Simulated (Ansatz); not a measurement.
## HfN (Fm-3m): Migdal–Eliashberg transition temperature

What Tc do the phonons of HfN (Fm-3m) give, and how does it depend on μ*? The cell shown first is a relaxed one, from steps not shown here.

Method: DFT PBE, scalar-relativistic, plane waves, PAW; PAW set soft_1, in Ansatz 0.2.0.

## Step 1: The cell after earlier relaxation steps

It takes space group Fm-3m (No. 225, cubic). The conventional cell has a = 4.547 Å, b = 4.547 Å, c = 4.547 Å, α = 90.00°, β = 90.00°, γ = 90.00°. Nearest to Hf lie 6 N at 2.27 Å. N has 6 Hf at 2.27 Å nearest. Farther neighbours and most contacts between anions are not listed.

Structure file:

```cif
data_structure
_symmetry_space_group_name_H-M 'P 1'
_symmetry_Int_Tables_number 1
_cell_length_a 3.2155
_cell_length_b 3.2155
_cell_length_c 3.2155
_cell_angle_alpha 60.000
_cell_angle_beta 60.000
_cell_angle_gamma 60.000
_cell_volume 23.51
loop_
_atom_site_label
_atom_site_type_symbol
_atom_site_fract_x
_atom_site_fract_y
_atom_site_fract_z
_atom_site_occupancy
Hf1 Hf 0.00000 0.00000 0.00000 1
N2 N 0.50000 0.50000 0.50000 1
```

## Step 2: Electron–phonon run: q 4×4×4, k 12×12×12, scattering 16×16×16

The run that gives the couplings also evaluates McMillan's and Allen and Dynes's formulas and, where asked, the Eliashberg equations, over a range of μ*.

The input, input.yaml:

```yaml
crystal:
  lattice:
    - [0.0, 2.2737001578, 2.2737001578]
    - [2.2737001578, 0.0, 2.2737001578]
    - [2.2737001578, 2.2737001578, 0.0]
  atoms:
    - { symbol: Hf, position: [0.0, 0.0, 0.0] }
    - { symbol: "N", position: [0.5, 0.5, 0.5] }
kpoints:
  mp_grid: { grid: [12, 12, 12] }
hamiltonian:
  xc: pbe
  pseudopotentials: { kind: paw, azcp: { folder: soft_1 } }
scf:
  occupations: { method: methfessel_paxton, width: 0.2 }
output:
  eigenvalues: true
phonons:
  method: dfpt
  qmesh: [4, 4, 4]
  temperatures: { t_max: 1000, t_step: 50 }
  qpath:
    path:
      - [[0.0, 0.0, 0.0], [0.5, 0.0, 0.5], [0.625, 0.25, 0.625]]
      - [[0.375, 0.375, 0.75], [0.0, 0.0, 0.0], [0.5, 0.5, 0.5], [0.5, 0.25, 0.75], [0.5, 0.0, 0.5]]
    npoints: 6
  electrical_resistivity:
    mesh: [16, 16, 16]
    temperatures: [20.0, 50.0, 80.0, 100.0, 150.0, 200.0, 273.0, 300.0, 400.0, 500.0, 600.0, 800.0]
  superconductivity: { mesh: [16, 16, 16] }
```

Started as:

```bash
ansatz run input.yaml --threads 16 --pin off --max-ram 92160MiB --backend cuda --events-out ev --progress --plain --runs-dir out --max-vram 78GiB
```

Numbers of over 12 decimals in the logs are rounded to 6 here.

Log:

```text
Engine: ansatz 0.2.0, aarch64-unknown-linux-gnu
Pseudopotentials: kind: paw
Pseudopotential: Hf, paw, valence charge 26, recommended cutoff 420 eV (normal), soft_1/Hf.paw.azcp
Pseudopotential: N, paw, valence charge 5, recommended cutoff 420 eV (normal), soft_1/N.paw.azcp
Functional definition: PBE
  parameter kappa = 0.804
  parameter beta = 0.066725
  exchange = pbe_x(kappa = kappa, mu = beta*pi^2/3)
  correlation = pbe_c(beta = beta)
[...]
Crystal: 2 atoms, lattice volume = 23.509 Å³
Basis set: ecut = 420 eV, 459 PW (Γ), exchange–correlation on 48×48×48 points (8 copies of the dense FFT grid, shifted against one another)
Bands: 20, of which v1, the nominal top of the filled ones, is band 16 counted from 1 (15 counted from 0)
Symmetry: 48 space group operations
k-points: 72 of 1728
Non-local potential: Hf, projectors of the file, l = 0: 3, l = 1: 2, l = 2: 2, l = 3: 3
Non-local potential: N, projectors of the file, l = 0: 2, l = 1: 2, l = 2: 1
PAW form: soft (Blöchl's): semilocal exchange-correlation on the pseudo side does not see the compensation charge
PAW one-centre angular grid: Hf, 590 points (default); XC on 64 Gauss nodes
PAW one-centre angular grid: N, 110 points (default); XC on 64 Gauss nodes
Initial density: superposition of atomic densities (chi_scale 0.1, normalization cell, long waves kept (reshape's long-wave potential 0.00 eV rms))
Initial wavefunctions: pseudopotential atomic-orbital guess
[...]
Functional: x = pbe(κ = 0.804, μ = 0.219515), c = pbe(β = 0.066725)
SCF iter   1: F=—  HF=-16109.581145 eV  |F-HF|=—  |Δ(HF+E_count)|=         —  Δρ=4.87e-2  dr2=3.66e-1  ethr=3.10e-3  ⟨swp⟩=4.3  Hψ=5950  notcnv=0
preconditioner: auto → Kerker (q_TF=auto, 2.857 Å⁻¹)  [metal: Δε(μ)=0.052 eV  Ē_g=19.018 eV  σ=0.200 eV  W_gap=0.21  n_scr=14 (ndim 8)  ℏωp=41.2 eV  f_vac=0.000  D(μ)=0.40/eV (n_scr^D=0)]
SCF iter   2: F=—  HF=-16109.541222 eV  |F-HF|=—  |Δ(HF+E_count)|=   3.99e-2  S|Δr|=    0.00e0  Δρ=2.91e-2  dr2=9.02e-2  ethr=1.18e-3  ⟨swp⟩=1.3  Hψ=2078  notcnv=0
preconditioner: auto → none  [insulator: Δε(μ)=0.129 eV  Ē_g=19.001 eV  σ=0.200 eV  W_gap=0.52  n_scr=14 (ndim 8)  ℏωp=41.2 eV  f_vac=0.000  D(μ)=0.31/eV (n_scr^D=0)  ε∞_Penn≈5.7]
SCF iter   3: F=—  HF=-16109.536976 eV  |F-HF|=—  |Δ(HF+E_count)|=   4.25e-3  S|Δr|=    0.00e0  Δρ=4.82e-3  dr2=3.35e-3  ethr=2.91e-4  ⟨swp⟩=1.3  Hψ=1536  notcnv=0
[...]
SCF iter  10: F=-16109.536974 eV  HF=-16109.536974 eV  |F-HF|=5.46e-12  |Δ(HF+E_count)|=  5.46e-11  S|Δr|=    0.00e0  Δρ=5.80e-9  dr2=5.80e-15  ethr=1.00e-12  ⟨swp⟩=9.6  Hψ=11513  notcnv=0
SCF 1 converged in 10 iterations: F = -16109.536974 eV  dr2 = 5.80e-15
  greatest PAW one-centre occupation: 0.998 electrons in one spin orbital (limit 2), on the Hf atom at site 0 (counted from 0), in its partial waves of l = 0
phonons: the bands overlap, so this run is a metal and interpolates without the dipole-dipole term. If the crystal is really an insulator or semiconductor, its LO-TO splitting is missing
[...]
NSCF: frozen V_eff on 72 k-points, pencils in batches of 32, up to order 80
[...]
NSCF: frozen V_eff on 72 k-points
[...]
DFPT response loops at q = (0, 0, 0) (fractional): preconditioner auto → Kerker (q_TF=auto, 2.857 Å⁻¹) (partly filled bands, converged f_vac=0.000); β = 1.00, the filter's whole step (`scf.mixing.beta` (0.50) is not read by the response loops under this deck's `scf.mixing.preconditioner`; to damp them name `kerker` or `kerker_dos`, under which they read `scf.mixing.beta`, and type it under 1.00, their step now; both keys bind the ground state too); Anderson in place of MSR1; while a model of the screening serves, it and β = 1 on shorter waves in the place of filter and β
[...]
NSCF: frozen V_eff on 72 k-points
[...]
DFPT response loops at q = (0, 0, 0.25) (fractional): mixed as the last ones told, above
[...]
DFPT response loops at q = (0, 0, -0.5) (fractional): mixed as the last ones told, above
[...]
DFPT response loops at q = (0, 0.25, 0.25) (fractional): mixed as the last ones told, above
[...]
DFPT response loops at q = (0, 0.25, -0.5) (fractional): mixed as the last ones told, above
[...]
DFPT response loops at q = (0, 0.25, -0.25) (fractional): mixed as the last ones told, above
[...]
SCF 2 converged in 10 iterations: F = -16109.536974 eV  dr2 = 5.69e-15
[...]
SCF converged after 10 iterations
[...]
Hall coefficient in a weak field at 50 K (a third of the trace): -1.667e-10 m³/C (as a tensor it moves by 6.3 % between the two finest meshes); by each state's relaxation time: -1.426e-10 m³/C; by a constant relaxation time: -1.229e-10 m³/C
  mean free path at 80 K (of a tensor a third of its trace): 48.1 nm by what each carries, 40.2 by the Fermi surface alone
  Hall coefficient in a weak field at 80 K (a third of the trace): -1.456e-10 m³/C (as a tensor it moves by 4.7 % between the two finest meshes); by each state's relaxation time: -1.340e-10 m³/C; by a constant relaxation time: -1.228e-10 m³/C
  mean free path at 100 K (of a tensor a third of its trace): 28.8 nm by what each carries, 25.7 by the Fermi surface alone
  Hall coefficient in a weak field at 100 K (a third of the trace): -1.378e-10 m³/C (as a tensor it moves by 4.3 % between the two finest meshes); by each state's relaxation time: -1.316e-10 m³/C; by a constant relaxation time: -1.229e-10 m³/C
  mean free path at 150 K (of a tensor a third of its trace): 14.2 nm by what each carries, 13.3 by the Fermi surface alone
  Hall coefficient in a weak field at 150 K (a third of the trace): -1.343e-10 m³/C (as a tensor it moves by 4.4 % between the two finest meshes); by each state's relaxation time: -1.307e-10 m³/C; by a constant relaxation time: -1.229e-10 m³/C
  mean free path at 200 K (of a tensor a third of its trace): 9.27 nm by what each carries, 8.74 by the Fermi surface alone
  Hall coefficient in a weak field at 200 K (a third of the trace): -1.349e-10 m³/C (as a tensor it moves by 4.7 % between the two finest meshes); by each state's relaxation time: -1.310e-10 m³/C; by a constant relaxation time: -1.229e-10 m³/C
  mean free path at 273 K (of a tensor a third of its trace): 6.06 nm by what each carries, 5.75 by the Fermi surface alone
  Hall coefficient in a weak field at 273 K (a third of the trace): -1.355e-10 m³/C (as a tensor it moves by 4.8 % between the two finest meshes); by each state's relaxation time: -1.310e-10 m³/C; by a constant relaxation time: -1.229e-10 m³/C
  mean free path at 300 K (of a tensor a third of its trace): 5.37 nm by what each carries, 5.11 by the Fermi surface alone
  Hall coefficient in a weak field at 300 K (a third of the trace): -1.356e-10 m³/C (as a tensor it moves by 4.8 % between the two finest meshes); by each state's relaxation time: -1.309e-10 m³/C; by a constant relaxation time: -1.228e-10 m³/C
  mean free path at 400 K (of a tensor a third of its trace): 3.79 nm by what each carries, 3.62 by the Fermi surface alone
  Hall coefficient in a weak field at 400 K (a third of the trace): -1.358e-10 m³/C (as a tensor it moves by 4.7 % between the two finest meshes); by each state's relaxation time: -1.306e-10 m³/C; by a constant relaxation time: -1.228e-10 m³/C
  mean free path at 500 K (of a tensor a third of its trace): 2.94 nm by what each carries, 2.81 by the Fermi surface alone
  Hall coefficient in a weak field at 500 K (a third of the trace): -1.359e-10 m³/C (as a tensor it moves by 4.4 % between the two finest meshes); by each state's relaxation time: -1.305e-10 m³/C; by a constant relaxation time: -1.227e-10 m³/C
  mean free path at 600 K (of a tensor a third of its trace): 2.41 nm by what each carries, 2.31 by the Fermi surface alone
  Hall coefficient in a weak field at 600 K (a third of the trace): -1.360e-10 m³/C (as a tensor it moves by 4.2 % between the two finest meshes); by each state's relaxation time: -1.305e-10 m³/C; by a constant relaxation time: -1.227e-10 m³/C
  mean free path at 800 K (of a tensor a third of its trace): 1.78 nm by what each carries, 1.71 by the Fermi surface alone
  Hall coefficient in a weak field at 800 K (a third of the trace): -1.363e-10 m³/C (as a tensor it moves by 3.9 % between the two finest meshes); by each state's relaxation time: -1.307e-10 m³/C; by a constant relaxation time: -1.228e-10 m³/C
  the resistivity times a path that all electrons share, by the Fermi surface of the deck's mesh alone (a third of the trace): 7.093e-16 Ω·m²
  not converged in the mesh (λ; λ_tr; the resistivity at 20 K by 15.25 %; the resistivity at 50 K by 12.02 %; the resistivity at 80 K by 10.72 %; the resistivity at 100 K by 10.68 %; the resistivity at 150 K by 10.84 %; the resistivity at 200 K by 10.95 %; the resistivity at 273 K by 10.94 %; the resistivity at 300 K by 10.90 %; the resistivity at 400 K by 10.68 %; the resistivity at 500 K by 10.39 %; the resistivity [...]
  vibrations of 64 cells: unjudged by the run; compare a larger repeat
  the changes of the potential over all sites missed a rigid shift's by 0.00 % (the site terms' by 0.01 %)
  at the force constants' own smearing the fine mesh and the k-points of their solves give squared frequencies that differ by 31.7 % of the larger at the most, at (0, 0, -0.5)
--- Superconductivity: potentials and phonons of a 4×4×4 supercell ---
           mesh         λ    ħω_log (meV)  μ* declared at (meV)
       16×16×16    0.7864          24.037               36.848
          8×8×8    0.8469          24.271               37.203
          4×4×4    0.7500          23.697               35.426
  λ by the species' shares of the modes' patterns: Hf 0.5306, N 0.2558
  with the Fermi level up to 64.8 meV (the hardest mode) off, states and modes as they are: density of states 0.3105 to 0.3206 /eV of one spin and cell, λ 0.7723 to 0.7994
  transition temperature on the deck's mesh (K), isotropic and anisotropic, restricted to the Fermi surface (FSR) and over the full bandwidth (FBW), and the last with the density of states resolved in a narrower window:
        μ*   McMillan   Allen–Dynes      iso. FSR      iso. FBW    aniso. FSR    aniso. FBW  narrow window
      0.08     14.368        15.198        13.601        13.591        14.086        14.075         14.078
      0.10     12.618        13.273        11.587        11.580        12.071        12.065         12.066
      0.12     10.942        11.456         9.755         9.750        10.234        10.230         10.231
      0.13     10.134        10.589         8.908         8.904         9.382         9.380          9.380
      0.14      9.349         9.750         8.106         8.103         8.574         8.573          8.573
      0.16      7.854         8.162         6.639         6.636         7.091         7.092          7.090
      0.20      5.200         5.374         4.235         4.234         4.642         4.644          4.641
  isotope coefficients −∂ln Tc/∂ln M under μ* = 0.13, the force constants as they are, of the isotropic transitions restricted to the Fermi surface and over the full bandwidth: Hf 0.397 and 0.397, N 0.025 and 0.025
  gaps at the Fermi level over the full bandwidth under μ* = 0.1, 3.016 K: 1.232 to 2.277 meV
  gaps at the Fermi level over the full bandwidth under μ* = 0.13, 2.345 K: 0.893 to 1.763 meV
  gaps at the Fermi level over the full bandwidth under μ* = 0.16, 1.773 K: 0.625 to 1.332 meV
  not converged in the mesh (λ, the transition temperature): between neighbouring meshes, the two finest first, λ moves by 7.69 % and 11.44 % and the anisotropic transition temperature over the full bandwidth at μ* = 0.13 by 22.23 % and 27.60 %; converged means that the two finest part by at most 2.00 % and 5.00 %
  vibrations of 64 cells: unjudged by the run; compare a larger repeat
  the changes of the potential over all sites missed a rigid shift's by 0.00 % (the site terms' by 0.01 %)
  at the force constants' own smearing the fine mesh and the k-points of their solves give squared frequencies that differ by 31.7 % of the larger at the most, at (0, 0, -0.5)
```

Elapsed: 23 s, on 1 × NVIDIA GB200 with 16 threads of Arm Neoverse V2, shared host; peak memory 3.4 GiB; 2.3 min of CPU time.

In the SCF lines HF is the Harris–Foulkes energy and dr2 the Hartree energy of the density residual, in eV; the loop may stop once dr2 is under the threshold and the program's other checks hold. Hψ counts applications of the Hamiltonian.

This run has no spin polarisation although its electron count is odd.

This step gave:

```yaml
volume_per_atom: 11.75 Å³/atom
metallic_on_mesh: yes
gap_on_the_k_mesh: 0 eV
zero_point_energy: 0.1164 eV/cell
share_of_imaginary_modes_in_the_plain_interpolation_between_solved_wavevectors: 0
highest_frequency_solved_or_plainly_interpolated: 531.2 cm⁻¹
debye_temperature_second_moment: 674 K
resistivity_at_300_k: 13.89 μΩ cm
coupling_constant_lambda: 0.7864
density_of_states_at_the_fermi_level: 0.3154 states/eV a spin and cell
log_mean_phonon_energy_omega_log: 24.04 meV
transport_coupling_constant_lambda_tr: 1.036, 1.036, 1.036 (xx, yy, zz)
drude_plasma_energy: 8.768, 8.768, 8.768 eV (xx, yy, zz)
resistivity_times_mean_free_path: 7.093, 7.093, 7.093 × 10⁻¹⁶ Ω m² (xx, yy, zz)
second_moment_phonon_energy_omega: 36.85 meV
coupling_lambda_by_branch: 0.221, 0.11, 0.203, 0.0843, 0.0861, 0.082 (branches by rank of frequency)
```

Transition temperatures:

```
  μ*  McMillan Tc (K)  Allen–Dynes Tc (K)  isotropic Fermi-surface Tc (K)  isotropic full bandwidth Tc (K)  anisotropic Fermi-surface Tc (K)  anisotropic full bandwidth Tc (K)  anisotropic narrow window Tc (K)
0.08             14.4                15.2                            13.6                             13.6                              14.1                               14.1                              14.1
 0.1             12.6                13.3                            11.6                             11.6                              12.1                               12.1                              12.1
0.12             10.9                11.5                            9.76                             9.75                              10.2                               10.2                              10.2
0.13             10.1                10.6                            8.91                              8.9                              9.38                               9.38                              9.38
0.14             9.35                9.75                            8.11                              8.1                              8.57                               8.57                              8.57
0.16             7.85                8.16                            6.64                             6.64                              7.09                               7.09                              7.09
 0.2              5.2                5.37                            4.23                             4.23                              4.64                               4.64                              4.64
```

(Part 1 of 2 ends here.)

[Logs are printed without paths, hosts, clocks, repeated set-up lines and the standing remarks that a program may print on its own settings, such as how far it seeks lower states.]

[Hosts, paths, dates, database ids (printed as entryN), source tags and the programs' standing remarks are cut or masked in the printed files.]
